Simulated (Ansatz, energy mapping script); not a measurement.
# ScNiO2 in the infinite layer structure: energy mapping under PBEsol+U (5.7 eV)

Wanted: the magnetic order of ScNiO2 in the infinite layer structure, its couplings and an estimate of its ordering temperature, by PBEsol+U (5.7 eV).

Program: Ansatz 0.2.0. Level of theory: PBEsol with U = 5.7 eV on Ni d, ortho-atomic projectors; plane waves, U on orthogonalised atomic orbitals unless named otherwise, collinear spin, no spin–orbit coupling. Results are calculated unless marked as measured.

### Step 1. The structure

It takes space group P4/mmm (No. 123, tetragonal). Conventional cell: a = 3.768 Å, b = 3.768 Å, c = 2.839 Å, α = 90.00°, β = 90.00°, γ = 90.00°. Nearest to Sc lie 8 O at 2.36 Å. Nearest to Ni lie 4 O at 1.88 Å. O has 2 Ni at 1.88 Å and 4 Sc at 2.36 Å nearest. infinite layer prototype, lattice guessed from radii. Farther neighbours and most contacts between anions are not listed.

This cell was built for the study (infinite layer prototype, lattice guessed from radii), not taken from an experiment; the compound need not form in this structure.

The cell was relaxed beforehand in Ansatz under PBEsol with U = 5.4 eV on Ni d, ortho-atomic projectors, from parallel moments.

The U corrects the self-interaction that lets semilocal functionals spread d and f electrons too far. Its value here is typed, not computed.

### Step 2. Probe run

One run in the crystal's own cell, under PBE with U = 6.3 eV on Ni d, ortho-atomic projectors, shows which elements keep a moment. Transition or f elements with 0.3 μB or more enter the spin model; moments induced on other atoms do not.

Contents of input.yaml:

```yaml
crystal:
  lattice:
    - [3.768207841, 0.0, 0.0]
    - [0.0, 3.768207841, 0.0]
    - [0.0, 0.0, 2.839072002]
  atoms:
    - { symbol: Sc, position: [0.5, 0.5, 0.5] }
    - { symbol: Ni, position: [0.0, 0.0, 0.0], spin: 2.0 }
    - { symbol: O, position: [0.5, 0.0, 0.0] }
    - { symbol: O, position: [0.0, 0.5, 0.0] }
magnetization:
  spin_polarized: true
kpoints:
  mp_grid: { grid: [7, 7, 9] }
hamiltonian:
  xc: pbe
  hubbard:
    sites: [{ species: Ni, l: d, u_eff: 6.3 }]
    projectors: ortho-atomic
scf:
  occupations: { method: fermi_dirac, width: 0.05 }
output:
  eigenvalues: true
```

Command:

```console
> ansatz run input.yaml --threads 4 --pin off --max-ram 8192MiB --backend cpu --events-out ev --progress --plain --runs-dir out
```

Numbers of over 12 decimals in the logs are rounded to 6 here.

Output:

```text
Engine: ansatz 0.2.0, aarch64-unknown-linux-gnu
Pseudopotentials: kind: paw
Pseudopotential: Sc, paw, valence charge 11, recommended cutoff 420 eV (normal), Sc.paw.azcp
Pseudopotential: Ni, paw, valence charge 18, recommended cutoff 420 eV (normal), Ni.paw.azcp
Pseudopotential: O, paw, valence charge 6, recommended cutoff 420 eV (normal), O.paw.azcp
Functional definition: PBE
  parameter kappa = 0.804
  parameter beta = 0.066725
  exchange = pbe_x(kappa = kappa, mu = beta*pi^2/3)
  correlation = pbe_c(beta = beta)
Crystal: 4 atoms, lattice volume = 40.313 Å³
Basis set: ecut = 420 eV, 777 PW (Γ)
Bands: 26, of which v1, the nominal top of the filled ones, is band 21 counted from 1 (20 counted from 0)
Symmetry: 16 space group operations
Space group: P4/mmm (ITA 123), of the structure as read, at distance tolerance 3.4e-5 Å
Magnetic group: BNS 123.339 (UNI 999), of the structure as read, at distance tolerance 3.4e-5 Å
k-points: 50 of 441
Non-local potential: Sc, projectors of the file, l = 0: 3, l = 1: 2, l = 2: 3, l = 3: 1
Non-local potential: Ni, projectors of the file, l = 0: 3, l = 1: 2, l = 2: 3, l = 3: 1
Non-local potential: O, projectors of the file, l = 0: 2, l = 1: 2, l = 2: 1
PAW form: soft (Blöchl's): semilocal exchange-correlation on the pseudo side does not see the compensation charge
PAW one-centre angular grid: Sc, 590 points (default); XC on 64 Gauss nodes
PAW one-centre angular grid: Ni, 590 points (default); XC on 64 Gauss nodes
PAW one-centre angular grid: O, 110 points (default); XC on 64 Gauss nodes
Initial density: superposition of atomic densities (chi_scale 0.1, normalization cell, long waves kept (reshape's long-wave potential 0.00 eV rms))
Starting moments: Σ|m| = 2 μB on 1 of 4 sites
Initial wavefunctions: pseudopotential atomic-orbital guess
Functional: x = pbe(κ = 0.804, μ = 0.219515), c = pbe(β = 0.066725)
SCF iter   1: F=—  HF=-9112.874586 eV  |F-HF|=—  |Δ(HF+E_count)|=         —  Δρ=2.57e-1 (↑5.08e-2 ↓2.57e-1)  dr2=2.53e1  dr2_m=4.93e0  M=0.367 μB ∫|m|=0.454 μB  β_m=0.30  ethr=3.10e-3  ⟨swp⟩=4.6  Hψ=8934  notcnv=0
preconditioner: auto → Kerker (q_TF=auto, 2.736 Å⁻¹)  [metal: Δε(μ)=0.062 eV  Ē_g=14.255 eV  σ=0.050 eV  W_gap=0.28  n_scr=10 (ndim 8)  ℏωp=32.6 eV  f_vac=0.000  D(μ)=0.36/eV (n_scr^D=0)]
spin=Collinear: Kerker preconditioning applied to the charge; magnetization (m = ρ↑ − ρ↓) channel mixes plain (no charge-response kernel on spin).
SCF iter   2: F=—  HF=-9110.012554 eV  |F-HF|=—  |Δ(HF+E_count)|=    2.86e0  Δρ=7.61e-2 (↑4.33e-2 ↓7.61e-2)  dr2=1.32e0  dr2_m=9.91e-1  M=0.703 μB ∫|m|=0.874 μB  β_m=0.30  ethr=3.10e-3  ⟨swp⟩=3.0  Hψ=6393  notcnv=0  defer=88
[...]
SCF iter   8: F=—  HF=-9111.027482 eV  |F-HF|=—  |Δ(HF+E_count)|=   1.03e-1  Δρ=7.87e-3 (↑5.83e-3 ↓7.87e-3)  dr2=4.39e-2  dr2_m=1.18e-3  M=0.741 μB ∫|m|=0.882 μB  β_m=0.53  ethr=4.18e-5  ⟨swp⟩=2.6  Hψ=5440  notcnv=0  defer=75
SCF iter   9: F=—  HF=-9111.021104 eV  |F-HF|=—  |Δ(HF+E_count)|=   6.38e-3  Δρ=2.80e-3 (↑1.30e-3 ↓2.80e-3)  dr2=7.81e-4  dr2_m=1.31e-3  M=0.728 μB ∫|m|=0.881 μB  β_m=0.76  ethr=4.18e-5  ⟨swp⟩=2.1  Hψ=5506  notcnv=0  defer=71
[...]
SCF 1 converged in 16 iterations: F = -9111.022037 eV  dr2 = 6.45e-10
[...]
Symmetry: 1 space group operations
k-points: 221 of 441 (time reversal used)
[...]
spin=Collinear: Kerker preconditioning applied to the charge; magnetization (m = ρ↑ − ρ↓) channel mixes plain (no charge-response kernel on spin).
[...]
SCF 2 converged in 13 iterations: F = -9111.022037 eV  dr2 = 3.74e-9
an SCF from ferromagnetic starting moments (0.00, 2.00, 0.00, 0.00 Bohr magnetons, atom by atom) closed no lower than the state that the run had reached (-0.00 meV in free energy), which stands; the SCF set out from the atoms and, under a Hubbard term, can stand on another filling of the shells than the run's state, so that by this SCF it is not known whether that order lies lower
SCF converged after 16 iterations
Magnetization: 0.7310 μB (20.8655 up, 20.1345 down)
Absolute magnetization: 0.8697 μB (∫|ρ↑−ρ↓|, with the PAW one-centre terms)
Spin contamination: 0.0505 ħ² per cell (⟨S²⟩ above its minimum at these occupations)
Per-site moments (μB) at R_I (Å): [(-0.00290678, 0.973092), (0.738274, 0.777193), (-0.016356, 0.777193), (-0.016356, 0.777193)]
Free energy (F): -9111.022037 eV
Harris-Foulkes:  -9111.022037 eV  (|F-HF|=2.61e-9)
Internal energy: -9111.014733 eV  (E = F + TS)
E sigma→0 (E₀):  -9111.018385 eV
Entropy (-TS):   -0.007304 eV (-1.826 meV/atom)
Fermi energy:    14.565531 eV
--- Per-component energies (eV) ---
  E_band       = -431.972185
  E_kinetic    = 898.756660
  E_local      = -5371.165101  (includes V_loc(G=0)·N_el)
  E_nonlocal   = 824.900675
  E_hartree    = 2196.831279
  E_xc         = -338.163647
  E_vxc        = -428.925265  (∫ρ·V_xc dr)
  E_hubbard    = 1.627528  (on-site DFT+U / exact-exchange correction)
  E_vhub       = -24.350386  (the Hubbard potential's part of the band-sum identity)
  E_paw        = -2908.490883  (= ΣΔE_a)
  E_vpaw       = -724.858300  (= ΣTr[D̂ρ^β])
  E_aug_tail   = 0.005257  (compensation charges beyond the density's cutoff)
  E_ewald      = -4415.316500
  E_smearing   = -0.007304  (= −TS)
  E_closure    = -0.000000  (closes the sum)
  Σ components = -9111.022037   (vs F -9111.022037, Δ=0.00e0)
--- Band table (eV; the first three rows and the last of 100) ---
  k-point 0 ↑: bands = [... 17 lower, 11.0605, 11.0605, 11.1646, 11.7135, 13.5271, 16.2775, 16.5211, 16.8109, ... 1 higher]
  k-point 1 ↑: bands = [... 17 lower, 11.0609, 11.0789, 11.0789, 11.3436, 13.9575, 16.2899, 16.8944, 17.1263, ... 1 higher]
  k-point 2 ↑: bands = [... 17 lower, 11.0245, 11.0245, 11.2370, 11.4044, 15.0889, 16.3225, 17.6064, 17.6846, ... 1 higher]
  k-point 49 ↓: bands = [... 17 lower, 12.5090, 12.6896, 13.3969, 14.5377, 16.2022, 16.2881, 16.8496, 17.5192, ... 1 higher]
Occupation matrices written to <dir>
```

The job ended after 27 s (4 threads of Arm Neoverse V1, shared host; peak memory 0.81 GiB).

Spin moment in the sphere by atom:

```
atom  spin moment in the sphere (μB)
 Sc1                          -0.003
 Ni2                           0.738
  O3                          -0.016
  O4                          -0.016
```

The run ends ferromagnetic; Ni carries the moments.

### Step 3. One set of occupation matrices for all orders

A corrected shell can settle in several orbital fillings. One parallel run, with an occupation width a fifth wider than the orders use, therefore is to supply the occupation matrices. All orders start from them.

input.yaml, the sections that differ from step 2:

```yaml
kpoints:
  mp_grid: { grid: [10, 10, 13] }
hamiltonian:
  xc: pbesol
  hubbard:
    sites: [{ species: Ni, l: d, u_eff: 5.7 }]
    projectors: ortho-atomic
scf:
  occupations: { method: fermi_dirac, width: 0.06 }
# crystal, magnetization, output: as in step 2
```

Output:

```text
[...]
Crystal: 4 atoms, lattice volume = 40.313 Å³
Basis set: ecut = 420 eV, 777 PW (Γ)
Bands: 26, of which v1, the nominal top of the filled ones, is band 21 counted from 1 (20 counted from 0)
Symmetry: 16 space group operations
[...]
k-points: 147 of 1300
[...]
Starting moments: Σ|m| = 2 μB on 1 of 4 sites
[...]
SCF iter   1: F=—  HF=-9041.071394 eV  |F-HF|=—  |Δ(HF+E_count)|=         —  Δρ=2.54e-1 (↑5.40e-2 ↓2.54e-1)  dr2=2.51e1  dr2_m=4.89e0  M=0.390 μB ∫|m|=0.479 μB  β_m=0.30  ethr=3.10e-3  ⟨swp⟩=4.6  Hψ=26212  notcnv=0
[...]
SCF iter  16: F=-9039.036323 eV  HF=-9039.036323 eV  |F-HF|=6.18e-11  |Δ(HF+E_count)|=   1.38e-8  Δρ=1.53e-6 (↑1.36e-6 ↓1.53e-6)  dr2=7.77e-10  dr2_m=5.85e-10  M=0.737 μB ∫|m|=0.850 μB  ethr=1.29e-11  ⟨swp⟩=1.7  Hψ=21406  notcnv=0
SCF 1 converged in 16 iterations: F = -9039.036323 eV  dr2 = 7.77e-10
[...]
Symmetry: 1 space group operations
k-points: 652 of 1300 (time reversal used)
[...]
SCF 2 converged in 13 iterations: F = -9039.036323 eV  dr2 = 7.50e-10
[...]
SCF converged after 16 iterations
Magnetization: 0.7371 μB (20.8685 up, 20.1315 down)
Absolute magnetization: 0.8494 μB (∫|ρ↑−ρ↓|, with the PAW one-centre terms)
[...]
Per-site moments (μB) at R_I (Å): [(-0.00659784, 0.973092), (0.731165, 0.777193), (-0.0061104, 0.777193), (-0.0061104, 0.777193)]
Free energy (F): -9039.036323 eV
[...]
Internal energy: -9039.027027 eV  (E = F + TS)
E sigma→0 (E₀):  -9039.031675 eV
Entropy (-TS):   -0.009297 eV (-2.324 meV/atom)
Fermi energy:    14.407185 eV
[...]
--- Band table (eV; the first three rows and the last of 294) ---
  k-point 0 ↑: bands = [... 17 lower, 10.9970, 10.9970, 11.1551, 11.5726, 13.3749, 16.1730, 16.4105, 16.5972, ... 1 higher]
  k-point 1 ↑: bands = [... 17 lower, 11.0100, 11.0100, 11.1075, 11.3764, 13.5860, 16.1787, 16.6064, 16.7534, ... 1 higher]
  k-point 2 ↑: bands = [... 17 lower, 10.9835, 10.9835, 11.1210, 11.2359, 14.1763, 16.1951, 17.0630, 17.1657, ... 1 higher]
  k-point 146 ↓: bands = [... 17 lower, 12.7769, 12.7769, 13.1980, 14.0880, 15.9503, 15.9503, 16.5926, 17.4087, ... 1 higher]
Occupation matrices written to <dir>
```

The job ended after 79 s (4 threads; peak memory 1.6 GiB; 5.1 min of CPU time).

Numbers from this step:

```yaml
final_state: ferromagnetic
electrons_in_the_corrected_shells: 8.759 e
largest_moment: 0.731 μB
```

### Step 4. Order 1: parallel, cell A of 8 atoms

The parallel order is the zero of energy for this cell and mesh.

Contents of input.yaml:

```yaml
crystal:
  lattice:
    - [3.768207841, 0.0, 0.0]
    - [0.0, 3.768207841, 0.0]
    - [0.0, 0.0, 5.678144004]
  atoms:
    - { symbol: Sc, position: [0.5, 0.5, 0.25] }
    - { symbol: Sc, position: [0.5, 0.5, 0.75] }
    - { symbol: Ni, position: [0.0, 0.0, 0.0], spin: 2.0 }
    - { symbol: Ni, position: [0.0, 0.0, 0.5], spin: 2.0 }
    - { symbol: O, position: [0.5, 0.0, 0.0] }
    - { symbol: O, position: [0.5, 0.0, 0.5] }
    - { symbol: O, position: [0.0, 0.5, 0.0] }
    - { symbol: O, position: [0.0, 0.5, 0.5] }
magnetization:
  spin_polarized: true
kpoints:
  mp_grid: { grid: [10, 10, 7] }
hamiltonian:
  xc: pbesol
  hubbard:
    sites:
      - { species: Ni, l: d, u_eff: 5.7 }
      - { site: 2, l: d, u_eff: 5.7, starting_ns: [{ spin: up, occupation_matrix: ni2_major }, { spin: down, occupation_matrix: ni2_minor }] }
      - { site: 3, l: d, u_eff: 5.7, starting_ns: [{ spin: up, occupation_matrix: ni2_major }, { spin: down, occupation_matrix: ni2_minor }] }
    projectors: ortho-atomic
    occupation_matrices:
      ni2_major:
        matrix:
          - [0.926, 0.0, 0.0, 0.0, 0.0]
          - [0.0, 0.979, 0.0, 0.0, 0.0]
          - [0.0, 0.0, 0.979, 0.0, 0.0]
          - [0.0, 0.0, 0.0, 0.879, 0.0]
          - [0.0, 0.0, 0.0, 0.0, 0.983]
      ni2_minor:
        matrix:
          - [0.9, 0.0, 0.0, 0.0, 0.0]
          - [0.0, 0.973, 0.0, 0.0, 0.0]
          - [0.0, 0.0, 0.973, 0.0, 0.0]
          - [0.0, 0.0, 0.0, 0.186, 0.0]
          - [0.0, 0.0, 0.0, 0.0, 0.979]
scf:
  occupations: { method: fermi_dirac, width: 0.05 }
output:
  eigenvalues: true
  write_density: true
  write_potential: true
  elf: true
  volumetric_format: npy
```

Output:

```text
[...]
Crystal: 8 atoms, lattice volume = 80.626 Å³
Basis set: ecut = 420 eV, 1555 PW (Γ)
Bands: 52, of which v1, the nominal top of the filled ones, is band 41 counted from 1 (40 counted from 0)
Symmetry: 32 space group operations
[...]
k-points: 84 of 700
[...]
Starting moments: Σ|m| = 4 μB on 2 of 8 sites
[...]
SCF iter   1: F=—  HF=-18084.318670 eV  |F-HF|=—  |Δ(HF+E_count)|=         —  Δρ=2.22e-1 (↑4.94e-2 ↓2.22e-1)  dr2=3.86e1  dr2_m=7.08e0  M=1.343 μB ∫|m|=1.375 μB  β_m=0.30  ethr=3.10e-3  ⟨swp⟩=5.8  Hψ=27374  notcnv=0
[...]
SCF iter  15: F=-18078.069906 eV  HF=-18078.069906 eV  |F-HF|=4.04e-10  |Δ(HF+E_count)|=   2.03e-8  Δρ=1.22e-6 (↑1.22e-6 ↓9.01e-7)  dr2=9.84e-10  dr2_m=6.33e-10  M=1.485 μB ∫|m|=1.700 μB  ethr=1.22e-10  ⟨swp⟩=7.9  Hψ=22666  notcnv=0
SCF 1 converged in 15 iterations: F = -18078.069906 eV  dr2 = 9.84e-10
[...]
SCF converged after 15 iterations
Magnetization: 1.4853 μB (41.7427 up, 40.2573 down)
Absolute magnetization: 1.7004 μB (∫|ρ↑−ρ↓|, with the PAW one-centre terms)
[...]
Per-site moments (μB) at R_I (Å): [(-0.00561783, 0.973092), (-0.00561783, 0.973092), (0.734043, 0.777193), (0.734043, 0.777193), (-0.00575317, 0.777193), (-0.00575317, 0.777193), (-0.00575317, 0.777193), (-0.00575317, 0.777193)]
Free energy (F): -18078.069906 eV
[...]
Internal energy: -18078.056786 eV  (E = F + TS)
E sigma→0 (E₀):  -18078.063346 eV
Entropy (-TS):   -0.013120 eV (-1.640 meV/atom)
Fermi energy:    14.411919 eV
[...]
--- Specified on-site occupations, and those of the state reported ---
  electrons in the specified blocks: 17.5140 specified, 17.5170 found
  site 3 (l=d) ↓: largest change of an orbital's occupation 0.0013; electrons 4.0110 specified, 4.0105 found; spectral distance 0.0014
[...]
site 3 (l=d) ↑: largest change of an orbital's occupation 0.0009; electrons 4.7460 specified, 4.7480 found; spectral distance 0.0011
[...]
--- Band table (eV; the first three rows and the last of 168) ---
  k-point 0 ↑: bands = [... 37 lower, 10.9939, 11.1487, 11.2312, 11.5734, 12.2541, 13.3761, 16.1719, 16.2821, ... 7 higher]
  k-point 1 ↑: bands = [... 37 lower, 11.0078, 11.1122, 11.2299, 11.3977, 12.1778, 13.5588, 16.1769, 16.2761, ... 7 higher]
  k-point 2 ↑: bands = [... 37 lower, 10.9892, 11.0764, 11.2265, 11.2353, 11.9673, 14.0735, 16.1912, 16.2597, ... 7 higher]
  k-point 83 ↓: bands = [... 37 lower, 12.8813, 12.9526, 12.9526, 15.8465, 15.9929, 16.3709, 16.4958, 16.6382, ... 7 higher]
Occupation matrices written to <dir>
```

The job ended after 20 s (4 threads; peak memory 0.91 GiB).

Spin moment in the sphere by atom:

```
atom  spin moment in the sphere (μB)
 Sc1                          -0.006
 Sc2                          -0.006
 Ni3                           0.734
 Ni4                           0.734
  O5                          -0.006
  O6                          -0.006
  O7                          -0.006
  O8                          -0.006
```

The run ends ferromagnetic.

Spin density in the ac plane at fractional y = 0.000, with atoms of Ni and O within 0.2 Å of it.

Ten even steps from '0' (0.0 e/Å³) to '9' (2.5 e/Å³), each cell a mean:
```
33100000000023
00000000000000
00000000000000
00000000000000
00000000000000
00000000000000
00000000000000
00000000000000
00000000000000
65200000000035
86300000000147
01100000000011
00000000000000
00000000000000
00000000000000
00000000000000
00000000000000
00000000000000
00000000000000
22100000000012
97300000000148
```
Columns run along a (3.8 Å), rows up along c (5.7 Å). Atoms in or near the plane, at fractional coordinates: Ni at (0.00, 0.00), Ni at (0.00, 0.50), O at (0.50, 0.00), O at (0.50, 0.50).

ELF in the ac plane at fractional y = 0.000, with atoms of Ni and O within 0.2 Å of it. It is the smooth field of the valence electrons, not physical close to the nuclei.

Values, 21 rows by 14 columns, each cell a mean:
```
0.55 0.44 0.24 0.15 0.50 0.77 0.65 0.54 0.71 0.75 0.39 0.14 0.29 0.48
0.36 0.33 0.22 0.15 0.41 0.74 0.80 0.79 0.80 0.68 0.32 0.14 0.25 0.34
0.25 0.24 0.18 0.14 0.28 0.57 0.73 0.76 0.70 0.49 0.23 0.14 0.20 0.24
0.19 0.19 0.17 0.14 0.15 0.26 0.38 0.40 0.35 0.22 0.14 0.14 0.17 0.19
0.17 0.17 0.15 0.11 0.09 0.09 0.10 0.10 0.10 0.09 0.09 0.13 0.16 0.17
0.18 0.17 0.16 0.12 0.10 0.11 0.14 0.14 0.13 0.11 0.10 0.13 0.16 0.17
0.20 0.20 0.17 0.14 0.18 0.33 0.48 0.51 0.45 0.29 0.16 0.15 0.18 0.20
0.26 0.25 0.19 0.14 0.31 0.61 0.76 0.78 0.73 0.53 0.25 0.14 0.21 0.26
0.40 0.35 0.23 0.15 0.44 0.76 0.78 0.75 0.79 0.71 0.34 0.14 0.26 0.37
0.60 0.47 0.25 0.15 0.52 0.77 0.59 0.45 0.66 0.76 0.40 0.14 0.30 0.51
0.65 0.49 0.25 0.16 0.53 0.77 0.53 0.37 0.63 0.76 0.41 0.14 0.31 0.55
0.45 0.38 0.23 0.15 0.46 0.77 0.75 0.70 0.77 0.73 0.36 0.14 0.27 0.40
0.30 0.28 0.20 0.14 0.35 0.68 0.80 0.81 0.78 0.61 0.28 0.14 0.22 0.29
0.21 0.21 0.17 0.14 0.21 0.41 0.57 0.61 0.54 0.35 0.18 0.14 0.18 0.21
0.18 0.18 0.16 0.13 0.11 0.15 0.20 0.22 0.19 0.14 0.11 0.14 0.17 0.18
0.17 0.17 0.15 0.11 0.09 0.08 0.07 0.07 0.08 0.08 0.09 0.12 0.16 0.17
0.19 0.18 0.17 0.13 0.13 0.20 0.29 0.31 0.27 0.18 0.13 0.14 0.17 0.18
0.23 0.22 0.18 0.14 0.24 0.48 0.65 0.68 0.61 0.41 0.20 0.14 0.19 0.22
0.32 0.30 0.21 0.15 0.38 0.71 0.80 0.80 0.79 0.64 0.29 0.14 0.23 0.31
0.50 0.41 0.24 0.15 0.49 0.78 0.70 0.62 0.74 0.75 0.38 0.14 0.28 0.44
0.67 0.51 0.25 0.16 0.54 0.76 0.50 0.32 0.61 0.76 0.42 0.13 0.31 0.56
```
Columns run along a (3.8 Å), rows up along c (5.7 Å). Atoms in or near the plane, at fractional coordinates: Ni at (0.00, 0.00), Ni at (0.00, 0.50), O at (0.50, 0.00), O at (0.50, 0.50).

[end of part 1 of 3]

[Logs and program files are shortened in this print: banners, set-up blocks, solver, clock and traceback lines can be left out without a mark of their own.]

[Logs are printed without paths, hosts, clocks, repeated set-up lines and the standing remarks that a program may print on its own settings, such as how far it seeks lower states.]

[Hosts, paths, dates, database ids (printed as entryN), source tags and the programs' standing remarks are cut or masked in the printed files.]

[Where a cell is said to come from a database of computed structures, the database is the Materials Project.]
